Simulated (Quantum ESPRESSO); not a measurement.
# Calculated records

### Collinear magnetic orders of Sr3Ru2O7 with Quantum ESPRESSO

The structure is tetragonal, space group I4/mmm (No. 139). The conventional cell has a = 3.890 Å, b = 3.890 Å, c = 20.552 Å, α = 90.00°, β = 90.00°, γ = 90.00°. Nearest to Sr lie 12 O at 2.75 to 2.77 Å. Nearest to Sr lie 9 O at 2.45 to 2.76 Å. Nearest to Ru lie 6 O at 1.95 to 2.01 Å. Nearest to O lie 2 Ru at 2.00 Å and 4 Sr at 2.75 Å. O has 1 Ru at 2.01 Å and 5 Sr at 2.45 to 2.76 Å nearest. Nearest to O lie 2 Ru at 1.95 Å and 4 Sr at 2.68 to 2.77 Å. Farther neighbours and most contacts between anions are not listed.

| Property | Result |
| --- | --- |
| method | LDA; plane waves with GBRV 1.5 LDA potentials, no spin-orbit coupling (and 1 further level or step) |
| program | Quantum ESPRESSO 7.5 |
| settings of one run | GBRV 1.5 LDA, cutoff 544.23 eV, 8×8×8 k-mesh, 70 bands, fermi-dirac occupations, smearing width 0.05 eV, collinear spin, SCF threshold 2.40e-8, mesh matched on, starting moments 0 0 0 2 2 0 0 0 0 0 0 0 μB |
| cost | 2 runs, 42 min in all on 4 MPI ranks of Intel Xeon Platinum 8375C at 2.90GHz (Ice Lake), shared host (the runs of this entry) |
| notes | The run is spin-polarised, with a total moment of 1.11 μB a cell (absolute 1.12). This is the lowest of 2 collinear or spinless starts, no proof of the ground state. |
| lowest state found | ferromagnetic (from ferro ++) |
| largest site moment | 0.283 μB |
| state without moments | 0.336 meV a seeded atom higher |

At this level spin polarisation gains little. 1 start lost its moments.

[Hosts, paths, dates, database ids (printed as entryN), source tags and the programs' standing remarks are cut or masked in the printed files.]

[Where a cell is said to come from a database of computed structures, the database is the Materials Project.]
